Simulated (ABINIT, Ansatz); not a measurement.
# K2TaNbO6 (P4/mmm): changed settings of a GW run in ABINIT

What do changed inputs do to GW on K2TaNbO6 (P4/mmm)?

Calculated with ABINIT 10.8.3; LDA and many-body steps on it, plane waves.

### Step 1. Starting point

Symmetry: P4/mmm, No. 123, tetragonal system. The conventional cell has a = 4.052 Å, b = 4.052 Å, c = 8.100 Å, α = 90.00°, β = 90.00°, γ = 90.00°. Nearest to K lie 12 O at 2.86 to 2.87 Å. Ta has 6 O at 2.01 to 2.03 Å nearest. Nearest to Nb lie 6 O at 2.03 to 2.04 Å. Nearest to O lie 1 Ta at 2.01 Å and 1 Nb at 2.04 Å and 4 K at 2.86 Å. O has 2 Ta at 2.03 Å and 4 K at 2.87 Å nearest. Nearest to O lie 2 Nb at 2.03 Å and 4 K at 2.86 Å. Farther neighbours and most contacts between anions are not listed.

The cell and positions are those that the Materials Project relaxed with its own functionals (PBE, PBE+U or r2SCAN), kept fixed. Spin-orbit coupling is left out unless a step names it.

### Step 2. Screening, 2×2×1 mesh, 128 bands, screening to 114.3 eV

This step: ABINIT 10.8.3; RPA screening on LDA, plane waves, norm-conserving pseudopotentials.

The RPA dielectric matrix is built and inverted for each q.

Contents of run.abi:

```
acell 3*1.0 Angstrom
rprim 
  4.051501000000 0.000000000000 0.000000000000
  0.000000000000 4.051501000000 0.000000000000
  0.000000000000 0.000000000000 8.099891000000
ntypat 4
znucl 19 73 41 8
natom 10
typat 1 1 2 3 4 4 4 4 4 4
xred 
  0.500000000000 0.500000000000 0.251188000000
  0.500000000000 0.500000000000 0.748812000000
  0.000000000000 0.000000000000 0.000000000000
  0.000000000000 0.000000000000 0.500000000000
  0.000000000000 0.000000000000 0.247978000000
  0.000000000000 0.000000000000 0.752022000000
  0.000000000000 0.500000000000 0.000000000000
  0.500000000000 0.000000000000 0.000000000000
  0.000000000000 0.500000000000 0.500000000000
  0.500000000000 0.000000000000 0.500000000000
pp_dirpath "pseudos"
pseudos "K.upf, Ta.upf, Nb.upf, O.upf"
ecut 37
ngkpt 2 2 1
nshiftk 1
shiftk 0 0 0
kptopt 1
chksymbreak 0
istwfk *1
occopt 1
irdwfk 1
optdriver 3
nband 128
ecuteps 4.2
inclvkb 2
awtr 1
symchi 1
indata_prefix "in"
outdata_prefix "out"
tmpdata_prefix "tmp"
```

Command:

```
OMP_NUM_THREADS=1 mpirun -n 4 abinit run.abi > log
```

Output:

```text
.Version 10.8.3 of ABINIT. v10.8.2 released Aug 2026.

 Symmetries : space group P4/m m m (#123); Bravais tP (primitive tetrag.)
[... echo of the input left out ...]
== DATASET  1 ==================================================================
-   mpi_nproc: 4, omp_nthreads: 1 (-1 if OMP is not activated)

--- !DatasetInfo
iteration_state: {dtset: 1, }
dimensions: {natom: 10, nkpt: 3, mband: 128, nsppol: 1, nspinor: 1, nspden: 1, mpw: 9640, }
cutoff_energies: {ecut:  37.0, pawecutdg:  -1.0, }
electrons: {nelect:   8.00000000E+01, charge:   0.00000000E+00, occopt:   1.00000000E+00, tsmear:   1.00000000E-02, }

 SCREENING: Calculation of the susceptibility and dielectric matrices

 Based on a program developped by R.W. Godby, V. Olevano, G. Onida, and L. Reining.
 Incorporated in ABINIT by V. Olevano, G.-M. Rignanese, and M. Torrent.
.Using double precision arithmetic ; gwpc =  8

[... cell and pseudopotentials left out ...]
--------------------------------------------------------------------------------

 ==== K-mesh for the wavefunctions ====
 Number of points in the irreducible wedge :     3
[... list of points left out ...]
 Together with 16 symmetry operations and time-reversal symmetry
 yields     4 points in the full Brillouin Zone.

 ==== Q-mesh for the screening function ====
 Number of points in the irreducible wedge :     3
[... list of points left out ...]
 Together with 16 symmetry operations and time-reversal symmetry
 yields     4 points in the full Brillouin Zone.

 setmesh: FFT mesh size selected  =    27x   27x   60
          total number of points  =        43740

 vcoul_init : cutoff-mode = AUXILIARY_FUNCTION
 q-points for optical limit:   1
     1)      0.000010    0.000020    0.000030

- screening: taking advantage of time-reversal symmetry
- Maximum band index for partially occupied states nbvw = 40
- Remaining bands to be divided among processors   nbcw = 88
- Number of bands treated by each node ~22

 Number of electrons calculated from density =   80.0000; Expected =   80.0000
 average of density, n =  0.089163
 r_s =    1.3886
 omega_plasma =   28.8036 [eV]

 calculating chi0 at frequencies [eV] :
  1    0.000000E+00    0.000000E+00
  2    0.000000E+00    2.880360E+01

--------------------------------------------------------------------------------
  q-point number  1        q = ( 0.000000, 0.000000, 0.000000) [r.l.u.]
--------------------------------------------------------------------------------
[... chi0 elements left out ...]
 For q-point:  0.000010 0.000020 0.000030
  dielectric constant =  12.1817
  dielectric constant without local fields =  13.0261

  Average fulfillment of the sum rule on Im[epsilon] for q-point    1 :     50.69  [%]
[... wings left out ...]
  q-point number  2        q = ( 0.500000, 0.000000, 0.000000) [r.l.u.]
--------------------------------------------------------------------------------
[... chi0 elements left out ...]
  Average fulfillment of the sum rule on Im[epsilon] for q-point    2 :     53.56  [%]

 [... 1 further q-points ...]
```

Run time: 80 s. Hardware: 4 MPI ranks of Arm Neoverse N1, shared host; peak memory 1.6 GiB; 5.3 min of CPU time.

Numbers from this step:

```yaml
eps_infinity_with_local_fields_on_this_mesh_along_the_program_s_q_direction: 12.18
the_same_without_local_fields: 13.03
plasma_frequency: 28.80 eV
plane_waves_in_the_screening_matrix: 371
```

Local fields lower ε∞ by 6 %. On a Γ-centred mesh this coarse the value itself is usually too large, while a short band sum pulls it down.

### Step 3. Base

The self-energy is evaluated for the states that the input lists, and the levels follow from it, in one-shot runs by the linearised quasiparticle equation.

This step: G0W0 on LDA, plane waves, norm-conserving pseudopotentials.

Changes to run.abi since step 2:

```diff
@@ -31,8 +31,19 @@
 irdwfk 1
-optdriver 3
+optdriver 4
 nband 128
+gwcalctyp 0
+ecutsigx 37
+symsigma 1
+nkptgw 3
+kptgw 
+  0.5000000000 0.5000000000 0.0000000000
+  0.0000000000 0.0000000000 0.0000000000
+  0.5000000000 0.0000000000 0.0000000000
+bdgw 
+  38 42
+  39 43
+  39 42
 ecuteps 4.2
-inclvkb 2
-awtr 1
-symchi 1
+irdscr 1
+ppmodel 1
 indata_prefix "in"
```

Output:

```text
.Version 10.8.3 of ABINIT. v10.8.2 released Aug 2026.

 Symmetries : space group P4/m m m (#123); Bravais tP (primitive tetrag.)
[... echo of the input left out ...]
== DATASET  1 ==================================================================
-   mpi_nproc: 4, omp_nthreads: 1 (-1 if OMP is not activated)

--- !DatasetInfo
iteration_state: {dtset: 1, }
dimensions: {natom: 10, nkpt: 3, mband: 128, nsppol: 1, nspinor: 1, nspden: 1, mpw: 9640, }
cutoff_energies: {ecut:  37.0, pawecutdg:  -1.0, }
electrons: {nelect:   8.00000000E+01, charge:   0.00000000E+00, occopt:   1.00000000E+00, tsmear:   1.00000000E-02, }

 SIGMA: Calculation of the GW corrections

 Based on a program developped by R.W. Godby, V. Olevano, G. Onida, and L. Reining.
 Incorporated in ABINIT by V. Olevano, G.-M. Rignanese, and M. Torrent.
.Using double precision arithmetic ; gwpc =  8

[... cell and pseudopotentials left out ...]
--------------------------------------------------------------------------------

 ==== K-mesh for the wavefunctions ====
 Number of points in the irreducible wedge :     3
[... list of points left out ...]
 Together with 16 symmetry operations and time-reversal symmetry
 yields     4 points in the full Brillouin Zone.

 ==== Q-mesh for screening function ====
 Number of points in the irreducible wedge :     3
[... list of points left out ...]
 Together with 16 symmetry operations and time-reversal symmetry
 yields     4 points in the full Brillouin Zone.

 vcoul_init : cutoff-mode = AUXILIARY_FUNCTION
 q-points for optical limit:   1
     1)      0.000010    0.000020    0.000030
 setmesh: FFT mesh size selected  =    45x   45x   90
          total number of points  =       182250

 Number of electrons calculated from density =   80.0000; Expected =   80.0000
 average of density, n =  0.089163
 r_s =    1.3886
 omega_plasma =   28.8036 [eV]

 === KS Band Gaps ===
  >>>> For spin  1
   Minimum direct gap =   1.7828 [eV], located at k-point      :   0.5000  0.0000  0.0000
   Fundamental gap    =   1.3158 [eV], Top of valence bands at :   0.5000  0.5000  0.0000
                                       Bottom of conduction at :   0.0000  0.0000  0.0000
 SIGMA fundamental parameters:
 PLASMON POLE MODEL  1
 number of plane-waves for SigmaX                 9629
 number of plane-waves for SigmaC and W            371
 number of plane-waves for wavefunctions          9629
 number of bands                                   128
 number of independent spin polarizations            1
 number of spinorial components                      1
 number of k-points in IBZ                           3
 number of q-points in IBZ                           3
 number of symmetry operations                      16
 number of k-points in BZ                            4
 number of q-points in BZ                            4
 number of frequencies for dSigma/dE                 9
 frequency step for dSigma/dE [eV]                0.25
 number of omega for Sigma on real axis              0
 max omega for Sigma on real axis  [eV]           0.00
 zcut for avoiding poles [eV]                     0.10

 EPSILON^-1 parameters (SCR file):
 dimension of the eps^-1 matrix on file            371
 dimension of the eps^-1 matrix used               371
 number of plane-waves for wavefunctions          9629
 number of bands                                   128
 number of q-points in IBZ                           3
 number of frequencies                               2
 number of real frequencies                          1
 number of imag frequencies                          1

 matrix elements of self-energy operator (all in [eV])

 Perturbative Calculation

--- !SelfEnergy_ee
iteration_state: {dtset: 1, }
kpoint     : [   0.500,    0.500,    0.000, ]
spin       : 1
KS_gap     :    4.084
QP_gap     :    5.582
Delta_QP_KS:    1.499
data: !SigmaeeData |
     Band     E0 <VxcDFT>   SigX SigC(E0)      Z dSigC/dE  Sig(E)    E-E0       E
       38   4.921 -19.856 -25.043   5.526   0.760  -0.316 -19.599   0.258   5.179
       39   4.921 -19.856 -25.043   5.526   0.760  -0.316 -19.599   0.258   5.179
       40   4.980 -19.825 -25.041   5.500   0.764  -0.310 -19.608   0.217   5.197
       41   9.064 -18.489 -12.286  -3.999   0.779  -0.284 -16.773   1.716  10.779
       42   9.064 -18.489 -12.286  -3.999   0.779  -0.284 -16.773   1.716  10.779

--- !SelfEnergy_ee
iteration_state: {dtset: 1, }
kpoint     : [   0.000,    0.000,    0.000, ]
spin       : 1
KS_gap     :    2.020
QP_gap     :    3.475
Delta_QP_KS:    1.455
data: !SigmaeeData |
     Band     E0 <VxcDFT>   SigX SigC(E0)      Z dSigC/dE  Sig(E)    E-E0       E
       39   4.275 -19.996 -25.476   5.609   0.766  -0.306 -19.897   0.099   4.374
[...]
--- !SelfEnergy_ee
iteration_state: {dtset: 1, }
kpoint     : [   0.500,    0.000,    0.000, ]
spin       : 1
KS_gap     :    1.783
QP_gap     :    3.138
Delta_QP_KS:    1.355
data: !SigmaeeData |
     Band     E0 <VxcDFT>   SigX SigC(E0)      Z dSigC/dE  Sig(E)    E-E0       E
[...]
40   4.884 -19.778 -24.946   5.507   0.760  -0.315 -19.520   0.257   5.141
       41   6.667 -15.714  -9.470  -4.241   0.805  -0.242 -14.101   1.612   8.279
       42   8.789 -18.585 -12.521  -3.910   0.780  -0.282 -16.905   1.680  10.469

 New Fermi energy :        2.253680E-01 Ha ,    6.132577E+00 eV

 === QP Band Gaps ===
  >>>> For spin  1
   Minimum direct gap =   3.1379 [eV], located at k-point      :   0.5000  0.0000  0.0000
   Fundamental gap    =   2.6519 [eV], Top of valence bands at :   0.5000  0.5000  0.0000
                                       Bottom of conduction at :   0.0000  0.0000  0.0000

== END DATASET(S) ==============================================================
================================================================================

 -outvars: echo values of variables after computation  --------
           etotal      0.0000000000E+00
            nband         128
             nkpt           3
          spgroup         123
 [... the other variables as echoed above ...]

 Calculation completed.
```

Elapsed: 29 s, on 4 MPI ranks; peak memory 1.1 GiB.

Numbers from this step:

| Property | Result |
| --- | --- |
| G0W0 gap on the points computed | 2.652 eV |
| starting gap on the mesh | 1.316 eV |
| k of the valence top | 0.5, 0.5, 0 |
| k of the conduction bottom | 0, 0, 0 |
| Z at the valence top | 0.764 |
| Z at the conduction bottom | 0.802 |
| least direct G0W0 gap on the computed points | 3.138 eV |

The gap on the mesh goes from 1.32 eV to 2.65 eV, a correction of +1.34 eV.

[end of part 1 of 2]

[Paths, hosts, dates, memory and timing lines, banners, echoed tables and standing remarks are left out of the program output.]

[Logs are printed without paths, hosts, clocks, repeated set-up lines and the standing remarks that a program may print on its own settings, such as how far it seeks lower states.]

[Runs of the session that timed out or met a known fault of the program may be left out.]

[Hosts, paths, dates, database ids (printed as entryN), source tags and the programs' standing remarks are cut or masked in the printed files.]

[G0W0 gaps are taken among the corrected bands and points alone; a level outside them can change the order at an edge.]

[Where Ansatz stands beside ABINIT at settings called matched, ABINIT's density can come from a denser mesh and the files from another edition; pairs whose starting gaps differed by over 0.03 eV were left out, so agreement reads better than it is.]
